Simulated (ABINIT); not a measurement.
**GeBr2 (Fm-3m): third-order response**

Wanted: vibrational spectra of GeBr2 (Fm-3m) from linear and non-linear response.

Main program and level: ABINIT 10.8.3; DFT LDA, scalar-relativistic, plane waves, HGH norm-conserving pseudopotentials.

The structure was built from a prototype and need not be the compound's stable phase.

### Step 1. The structure

It takes space group Fm-3m (No. 225, cubic). Conventional cell: a = 6.803 Å, b = 6.803 Å, c = 6.803 Å, α = 90.00°, β = 90.00°, γ = 90.00°. Nearest to Ge lie 8 Br at 2.95 Å. Br has 4 Ge at 2.95 Å nearest. Farther neighbours and most contacts between anions are not listed.

### Step 2. A first look

A first run with smearing and empty bands tells whether the crystal has a gap, which decides between fixed occupations and smearing later on.

probe.abi

```
# ground state
tolvrs 1.0d-08
prtden 1
prtwf 1

# basis, mesh and filling
ecut 20.0
ixc 7
ngkpt 4 4 4
nshiftk 1
shiftk 0.0 0.0 0.0
istwfk *1
occopt 7
tsmear 0.005
nband 15
nstep 100
diemac 9.0
prtebands 0
prtgsr 0

# cell and atoms
acell 9.090481634 9.090481634 9.090481634
rprim 
    0.0 0.7071067812 0.7071067812
    0.7071067812 0.0 0.7071067812
    0.7071067812 0.7071067812 0.0
ntypat 2
znucl 32 35
natom 3
typat 1 2 2
xred 
    0.0 0.0 0.0
    0.25 0.25 0.25
    0.75 0.75 0.75
pp_dirpath "./pseudo"
pseudos "Ge.hgh, Br.hgh"
```

Launch:

```
OMP_NUM_THREADS=1 mpirun -n 4 abinit probe.abi > probe.log
```

Numbers of over 12 decimals in the logs are rounded to 6 here.

probe.abo, the main output file:

```text
[banners, grids, parts of the stress and lines that vanish by symmetry left out]
- input  file    -> probe.abi
- output file    -> probe.abo
- root for input  files -> probei
[...]
Symmetries : space group Fm -3 m (#225); Bravais cF (face-center cubic)
[...]
mpw =        2280          nfft =       64000          nkpt =           8
[...]
== DATASET  1 ==================================================================
[...]
cutoff_energies: {ecut:  20.0, pawecutdg:  -1.0, }
[...]
Exchange-correlation functional for the present dataset will be:
  LDA: Perdew-Wang 92 LSD fit to Ceperley-Alder data - ixc=7
[...]
ETOT  1  -30.717935893150    -3.072E+01 3.114E-02 1.279E+03
 ETOT  2  -30.950804266391    -2.329E-01 4.966E-04 1.236E+02
 ETOT  3  -30.982081417324    -3.128E-02 5.942E-04 7.229E+00
 ETOT  4  -30.983386527013    -1.305E-03 1.531E-04 8.521E-01
 ETOT  5  -30.983559200035    -1.727E-04 3.840E-05 3.799E-02
 ETOT  6  -30.983565669771    -6.470E-06 2.329E-05 4.109E-05
 ETOT  7  -30.983565674368    -4.598E-09 4.072E-06 7.652E-07
 ETOT  8  -30.983565674559    -1.914E-10 3.085E-06 5.116E-08
 ETOT  9  -30.983565674571    -1.149E-11 5.574E-07 7.825E-12
 At SCF step    9       vres2   =  7.82E-12 < tolvrs=  1.00E-08 =>converged.
[...]
sigma(1 1)=  9.35589710E-05  sigma(3 2)=  0.00000000E+00
  sigma(2 2)=  9.35589710E-05  sigma(3 1)=  0.00000000E+00
  sigma(3 3)=  9.35589710E-05  sigma(2 1)=  0.00000000E+00
[...]
convergence: {deltae: -1.149E-11, res2:  7.825E-12, residm:  5.574E-07, diffor: null, }
etotal    :  -3.09835657E+01
[...]
sigma(1 1)=  9.35589710E-05  sigma(3 2)=  0.00000000E+00
  sigma(2 2)=  9.35589710E-05  sigma(3 1)=  0.00000000E+00
  sigma(3 3)=  9.35589710E-05  sigma(2 1)=  0.00000000E+00
[...]
- sigma(1 1)=  2.75259996E+00  sigma(3 2)=  0.00000000E+00
- sigma(2 2)=  2.75259996E+00  sigma(3 1)=  0.00000000E+00
- sigma(3 3)=  2.75259996E+00  sigma(2 1)=  0.00000000E+00
[...]
fcart     -0.0000000000E+00 -0.0000000000E+00 -0.0000000000E+00
           strten      9.3558970981E-05  9.3558970981E-05  9.3558970981E-05
================================================================================

[key lines of the parts left out:]
pressure_GPa:  -2.7526E+00
```

Elapsed: 3.3 s, on 4 MPI ranks of Arm Neoverse V1, shared host.

This step gave:

- volume per atom: 26.24 Å³
- pressure: -2.753 GPa
- gap on the k-mesh: 1.554 eV

A gap of 1.6 eV opens on this mesh, so the crystal is taken as an insulator; the printed pressure holds the stress of the finite basis too.

### Step 3. Rough relaxation

The typed start is rough, so a first relaxation with smearing and loose thresholds takes it towards rest cheaply.

prerelax.abi

```
# relaxation
ionmov 2
optcell 2
dilatmx 1.15
chkdilatmx 0
ntime 40
tolmxf 3.0d-04
tolvrs 1.0d-10
prtwf 0
prtden 0
chksymtnons 0

# basis, mesh and filling
ecut 21.0
ecutsm 3.0
ixc 7
ngkpt 4 4 4
nshiftk 1
shiftk 0.0 0.0 0.0
istwfk *1
occopt 7
tsmear 0.005
nband 15
nstep 100
diemac 9.0
prtebands 0
prtgsr 0

# cell and atoms
acell 9.090481634 9.090481634 9.090481634
rprim 
    0.0 0.7071067812 0.7071067812
    0.7071067812 0.0 0.7071067812
    0.7071067812 0.7071067812 0.0
ntypat 2
znucl 32 35
natom 3
typat 1 2 2
xred 
    0.0 0.0 0.0
    0.25 0.25 0.25
    0.75 0.75 0.75
pp_dirpath "./pseudo"
pseudos "Ge.hgh, Br.hgh"
```

Launch:

```
OMP_NUM_THREADS=1 mpirun -n 4 abinit prerelax.abi > prerelax.log
```

prerelax.abo, the main output file:

```text
[banners, grids, parts of the stress and lines that vanish by symmetry left out]
- input  file    -> prerelax.abi
- output file    -> prerelax.abo
- root for input  files -> prerelaxi
[...]
Symmetries : space group Fm -3 m (#225); Bravais cF (face-center cubic)
[...]
mpw =        3733          nfft =       91125          nkpt =           8
[...]
== DATASET  1 ==================================================================
[...]
cutoff_energies: {ecut:  21.0, pawecutdg:  -1.0, }
[...]
Exchange-correlation functional for the present dataset will be:
  LDA: Perdew-Wang 92 LSD fit to Ceperley-Alder data - ixc=7
[...]
ETOT  1  -30.705500962928    -3.071E+01 2.265E-02 1.850E+03
 ETOT  2  -30.946521822807    -2.410E-01 9.270E-04 1.914E+02
 ETOT  3  -30.980694185670    -3.417E-02 7.404E-04 1.026E+01
 ETOT  4  -30.982012934252    -1.319E-03 8.643E-05 1.084E+00
[...]
ETOT  7  -30.982210083096     8.988E-13 1.115E-06 3.575E-12
 At SCF step    7       vres2   =  3.57E-12 < tolvrs=  1.00E-10 =>converged.
[...]
sigma(1 1)= -2.31721404E-07  sigma(3 2)=  0.00000000E+00
  sigma(2 2)= -2.31721404E-07  sigma(3 1)=  0.00000000E+00
  sigma(3 3)= -2.31721404E-07  sigma(2 1)=  0.00000000E+00
[...]
convergence: {deltae:  8.988E-13, res2:  3.575E-12, residm:  1.115E-06, diffor: null, }
etotal    :  -3.09822101E+01
[...]
At Broyd/MD step   3, gradients are converged :
[...]
sigma(1 1)= -2.31721404E-07  sigma(3 2)=  0.00000000E+00
  sigma(2 2)= -2.31721404E-07  sigma(3 1)=  0.00000000E+00
  sigma(3 3)= -2.31721404E-07  sigma(2 1)=  0.00000000E+00
[...]
- sigma(1 1)= -6.81747909E-03  sigma(3 2)=  0.00000000E+00
- sigma(2 2)= -6.81747909E-03  sigma(3 1)=  0.00000000E+00
- sigma(3 3)= -6.81747909E-03  sigma(2 1)=  0.00000000E+00
[...]
fcart     -0.0000000000E+00 -0.0000000000E+00 -0.0000000000E+00
           strten     -2.3172140426E-07 -2.3172140426E-07 -2.3172140426E-07
================================================================================

[key lines of the parts left out:]
pressure_GPa:   6.8175E-03
Total energy (etotal) [Ha]= -3.09822100830965E+01
```

The job ended after 11 s (4 MPI ranks).

The steps of the relaxation:

| step | energy less that of the first step (eV) | largest force (eV/Å) | volume (Å³) |
| --- | --- | --- | --- |
| 1 | 0.0000 | 0.0000 | 78.71 |
| 2 | -0.0003 | 0.0000 | 78.61 |
| 3 | -0.0011 | 0.0000 | 77.95 |

| conventional cell, symmetrised | before | after | change |
| --- | --- | --- | --- |
| a (Å) | 6.803 | 6.781 | -0.3 % |
| b (Å) | 6.803 | 6.781 | -0.3 % |
| c (Å) | 6.803 | 6.781 | -0.3 % |
| volume (Å³/atom) | 26.24 | 25.98 | -1.0 % |

Final coordinates:

```
Ge Br
1.0
     0.00000    3.39049    3.39049
     3.39049    0.00000    3.39049
     3.39049    3.39049    0.00000
Ge Br
1 2
Direct
  0.00000 0.00000 0.00000
  0.25000 0.25000 0.25000
  0.75000 0.75000 0.75000
```

Numbers from this step:

- volume per atom: 25.98 Å³
- pressure: 0.006817 GPa
- gap on the k-mesh: 1.546 eV

The volume changes by -1.0 % in this run and stands -1.0 % from the first cell.

### Step 4. Relaxing the cell and atoms

The harmonic expansion needs vanishing forces, and a free crystal bears no stress, so cell and atoms are brought to rest. Stress is more sensitive to the basis than forces are: the last 3 Ha under the cutoff are smoothed with ecutsm, and the cutoff is raised above that of the later runs.

relax.abi

```
# relaxation
ionmov 2
optcell 2
dilatmx 1.08
ntime 40
tolmxf 1.0d-05
tolvrs 1.0d-14
prtwf 0
prtden 0
chksymtnons 0

# basis, mesh and filling
ecut 26.0
ecutsm 3.0
ixc 7
ngkpt 6 6 6
nshiftk 1
shiftk 0.0 0.0 0.0
istwfk *1
occopt 1
nband 9
nstep 100
diemac 9.0
prtebands 0
prtgsr 0

# cell and atoms
acell 9.060999512 9.060999512 9.060999512
rprim 
    0.0 0.7071067812 0.7071067812
    0.7071067812 0.0 0.7071067812
    0.7071067812 0.7071067812 0.0
ntypat 2
znucl 32 35
natom 3
typat 1 2 2
xred 
    0.0 0.0 0.0
    0.25 0.25 0.25
    0.75 0.75 0.75
pp_dirpath "./pseudo"
pseudos "Ge.hgh, Br.hgh"
```

Launch:

```
OMP_NUM_THREADS=1 mpirun -n 4 abinit relax.abi > relax.log
```

relax.abo, the main output file:

```text
[banners, grids, parts of the stress and lines that vanish by symmetry left out]
- input  file    -> relax.abi
- output file    -> relax.abo
- root for input  files -> relaxi
[...]
Symmetries : space group Fm -3 m (#225); Bravais cF (face-center cubic)
[...]
mpw =        4279          nfft =      110592          nkpt =          16
[...]
== DATASET  1 ==================================================================
[...]
cutoff_energies: {ecut:  26.0, pawecutdg:  -1.0, }
[...]
Exchange-correlation functional for the present dataset will be:
  LDA: Perdew-Wang 92 LSD fit to Ceperley-Alder data - ixc=7
[...]
ETOT  1  -30.698171488736    -3.070E+01 9.732E-02 2.254E+03
 ETOT  2  -30.955745907399    -2.576E-01 1.309E-04 2.374E+02
 ETOT  3  -30.990713521991    -3.497E-02 5.510E-04 1.230E+01
 ETOT  4  -30.992013768019    -1.300E-03 4.368E-05 1.074E+00
 ETOT  5  -30.992128058760    -1.143E-04 1.230E-06 8.250E-02
[...]
At SCF step   11       vres2   =  2.84E-15 < tolvrs=  1.00E-14 =>converged.
[...]
sigma(1 1)=  3.23408382E-06  sigma(3 2)=  0.00000000E+00
  sigma(2 2)=  3.23408382E-06  sigma(3 1)=  0.00000000E+00
  sigma(3 3)=  3.23408382E-06  sigma(2 1)=  0.00000000E+00
[...]
convergence: {deltae: -4.263E-13, res2:  2.841E-15, residm:  1.940E-17, diffor: null, }
etotal    :  -3.09921363E+01
[...]
ETOT  1  -30.992136595474    -3.099E+01 5.725E-09 1.151E-03
[...]
At SCF step    8       vres2   =  9.15E-17 < tolvrs=  1.00E-14 =>converged.
[...]
sigma(1 1)=  2.76844835E-06  sigma(3 2)=  0.00000000E+00
  sigma(2 2)=  2.76844835E-06  sigma(3 1)=  0.00000000E+00
  sigma(3 3)=  2.76844835E-06  sigma(2 1)=  0.00000000E+00
[...]
convergence: {deltae:  9.237E-13, res2:  9.152E-17, residm:  4.929E-20, diffor: null, }
etotal    :  -3.09921367E+01
[...]
ETOT  1  -30.992133276368    -3.099E+01 2.499E-09 4.038E-02
[...]
ETOT  7  -30.992137983759     2.700E-13 9.136E-17 1.146E-12
 ETOT  8  -30.992137983758     6.288E-13 1.834E-18 3.613E-15
 At SCF step    8       vres2   =  3.61E-15 < tolvrs=  1.00E-14 =>converged.
[...]
sigma(1 1)= -1.07174732E-08  sigma(3 2)=  0.00000000E+00
  sigma(2 2)= -1.07174732E-08  sigma(3 1)=  0.00000000E+00
  sigma(3 3)= -1.07174732E-08  sigma(2 1)=  0.00000000E+00
[...]
convergence: {deltae:  6.288E-13, res2:  3.613E-15, residm:  1.834E-18, diffor: null, }
etotal    :  -3.09921380E+01
[...]
At Broyd/MD step   3, gradients are converged :
[...]
sigma(1 1)= -1.07174732E-08  sigma(3 2)=  0.00000000E+00
  sigma(2 2)= -1.07174732E-08  sigma(3 1)=  0.00000000E+00
  sigma(3 3)= -1.07174732E-08  sigma(2 1)=  0.00000000E+00
[...]
- sigma(1 1)= -3.15318948E-04  sigma(3 2)=  0.00000000E+00
- sigma(2 2)= -3.15318948E-04  sigma(3 1)=  0.00000000E+00
- sigma(3 3)= -3.15318948E-04  sigma(2 1)=  0.00000000E+00
[...]
fcart     -0.0000000000E+00 -0.0000000000E+00 -0.0000000000E+00
           strten     -1.0717473198E-08 -1.0717473198E-08 -1.0717473198E-08
================================================================================

[key lines of the parts left out:]
pressure_GPa:   3.1532E-04
Total energy (etotal) [Ha]= -3.09921379837581E+01
```

Run time: 15 s. Hardware: 4 MPI ranks.

Little changed from the start: no atom moved by 0.005 Å and no cell edge by 0.1 %.

Read from the output:

| Item | Value |
| --- | --- |
| volume per atom | 25.93 Å³ |
| pressure | 3.15e-4 GPa |

The volume changes by -0.2 % in this run and stands -1.2 % from the first cell.

### Step 5. Self-consistent run for the response

First-order wavefunctions inherit every error of the ground state, hence the very tight tolvrs. The mesh is shifted off Γ, since shifted meshes converge sums over the zone faster.

gs.abi

```
# ground state
tolvrs 1.0d-16
prtden 1
prtwf 1

# basis, mesh and filling
ecut 20.0
ixc 7
ngkpt 4 4 4
nshiftk 4
shiftk 
    0.5 0.5 0.5
    0.5 0.0 0.0
    0.0 0.5 0.0
    0.0 0.0 0.5
istwfk *1
occopt 1
nband 9
nstep 100
diemac 9.0
prtebands 0
prtgsr 0

# cell and atoms
acell 9.054904101 9.054904101 9.054904101
rprim 
    0.0 0.7071067812 0.7071067812
    0.7071067812 0.0 0.7071067812
    0.7071067812 0.7071067812 0.0
ntypat 2
znucl 32 35
natom 3
typat 1 2 2
xred 
    0.0 0.0 0.0
    0.25 0.25 0.25
    0.75 0.75 0.75
pp_dirpath "./pseudo"
pseudos "Ge.hgh, Br.hgh"
```

Launch:

```
OMP_NUM_THREADS=1 mpirun -n 4 abinit gs.abi > gs.log
```

gs.abo, the main output file:

```text
[banners, grids, parts of the stress and lines that vanish by symmetry left out]
- input  file    -> gs.abi
- output file    -> gs.abo
- root for input  files -> gsi
[...]
Symmetries : space group Fm -3 m (#225); Bravais cF (face-center cubic)
[...]
mpw =        2249          nfft =       64000          nkpt =          10
[...]
== DATASET  1 ==================================================================
[...]
cutoff_energies: {ecut:  20.0, pawecutdg:  -1.0, }
[...]
Exchange-correlation functional for the present dataset will be:
  LDA: Perdew-Wang 92 LSD fit to Ceperley-Alder data - ixc=7
[...]
ETOT  1  -30.704761728613    -3.070E+01 2.096E-02 1.293E+03
 ETOT  2  -30.946988214069    -2.422E-01 1.405E-04 1.394E+02
 ETOT  3  -30.982432636886    -3.544E-02 5.407E-04 7.188E+00
 ETOT  4  -30.983738846861    -1.306E-03 4.397E-05 6.315E-01
 ETOT  5  -30.983854429770    -1.156E-04 1.230E-06 4.900E-02
[...]
ETOT 11  -30.983862952434    -8.846E-13 4.520E-18 1.172E-14
 ETOT 12  -30.983862952433     7.354E-13 1.137E-19 4.722E-17
 At SCF step   12       vres2   =  4.72E-17 < tolvrs=  1.00E-16 =>converged.
[...]
sigma(1 1)=  7.83238607E-05  sigma(3 2)=  0.00000000E+00
  sigma(2 2)=  7.83238607E-05  sigma(3 1)=  0.00000000E+00
  sigma(3 3)=  7.83238607E-05  sigma(2 1)=  0.00000000E+00
[...]
convergence: {deltae:  7.354E-13, res2:  4.722E-17, residm:  1.137E-19, diffor: null, }
etotal    :  -3.09838630E+01
[...]
sigma(1 1)=  7.83238607E-05  sigma(3 2)=  0.00000000E+00
  sigma(2 2)=  7.83238607E-05  sigma(3 1)=  0.00000000E+00
  sigma(3 3)=  7.83238607E-05  sigma(2 1)=  0.00000000E+00
[...]
- sigma(1 1)=  2.30436754E+00  sigma(3 2)=  0.00000000E+00
- sigma(2 2)=  2.30436754E+00  sigma(3 1)=  0.00000000E+00
- sigma(3 3)=  2.30436754E+00  sigma(2 1)=  0.00000000E+00
[...]
fcart     -0.0000000000E+00 -0.0000000000E+00 -0.0000000000E+00
           strten      7.8323860712E-05  7.8323860712E-05  7.8323860712E-05
================================================================================

[key lines of the parts left out:]
pressure_GPa:  -2.3044E+00
```

Run time: 3.6 s. Hardware: 4 MPI ranks; 14 s of CPU time.

Read from the output:

```yaml
pressure: -2.304 GPa
```

The cell stands at -2.3 GPa: the relaxation ran with a smoothed and higher cutoff and on another k mesh.

### Step 6. The gap at rest

Empty bands on the ground state's density check that the gap assumed so far is there in this cell.

gap.abi

```
# empty bands on the ground state's density
iscf -2
getden_filepath "gso_DEN"
tolwfr 1.0d-12
nbdbuf 2
prtwf 0

# basis, mesh and filling
ecut 20.0
ixc 7
ngkpt 6 6 6
nshiftk 1
shiftk 0.0 0.0 0.0
istwfk *1
occopt 1
nband 13
nstep 100
diemac 9.0
prtebands 0
prtgsr 0

# cell and atoms
acell 9.054904101 9.054904101 9.054904101
rprim 
    0.0 0.7071067812 0.7071067812
    0.7071067812 0.0 0.7071067812
    0.7071067812 0.7071067812 0.0
ntypat 2
znucl 32 35
natom 3
typat 1 2 2
xred 
    0.0 0.0 0.0
    0.25 0.25 0.25
    0.75 0.75 0.75
pp_dirpath "./pseudo"
pseudos "Ge.hgh, Br.hgh"
```

Launch:

```
OMP_NUM_THREADS=1 mpirun -n 4 abinit gap.abi > gap.log
```

gap.abo, the main output file:

```text
[banners, grids, parts of the stress and lines that vanish by symmetry left out]
- input  file    -> gap.abi
- output file    -> gap.abo
- root for input  files -> gapi
[...]
Symmetries : space group Fm -3 m (#225); Bravais cF (face-center cubic)
[...]
mpw =        2272          nfft =       64000          nkpt =          16
[...]
== DATASET  1 ==================================================================
[...]
cutoff_energies: {ecut:  20.0, pawecutdg:  -1.0, }
[...]
Exchange-correlation functional for the present dataset will be:
  LDA: Perdew-Wang 92 LSD fit to Ceperley-Alder data - ixc=7
[...]
-outvars: echo values of variables after computation
            acell      9.0549041010E+00  9.0549041010E+00  9.0549041010E+00 Bohr
================================================================================
```

Elapsed: 2.5 s, on 4 MPI ranks; 9.9 s of CPU time.

Read from the output:

- gap on the k-mesh: 1.626 eV

In this cell the gap on the mesh is 1.6 eV, indirect (smallest direct 2.0 eV), so fixed occupations hold.

(Continued in part 2 of 3.)

[Host names and launcher messages were left out of these logs when they were recorded.]

[Logs are printed without paths, hosts, clocks, repeated set-up lines and the standing remarks that a program may print on its own settings, such as how far it seeks lower states.]

[Hosts, paths, dates, database ids (printed as entryN), source tags and the programs' standing remarks are cut or masked in the printed files.]
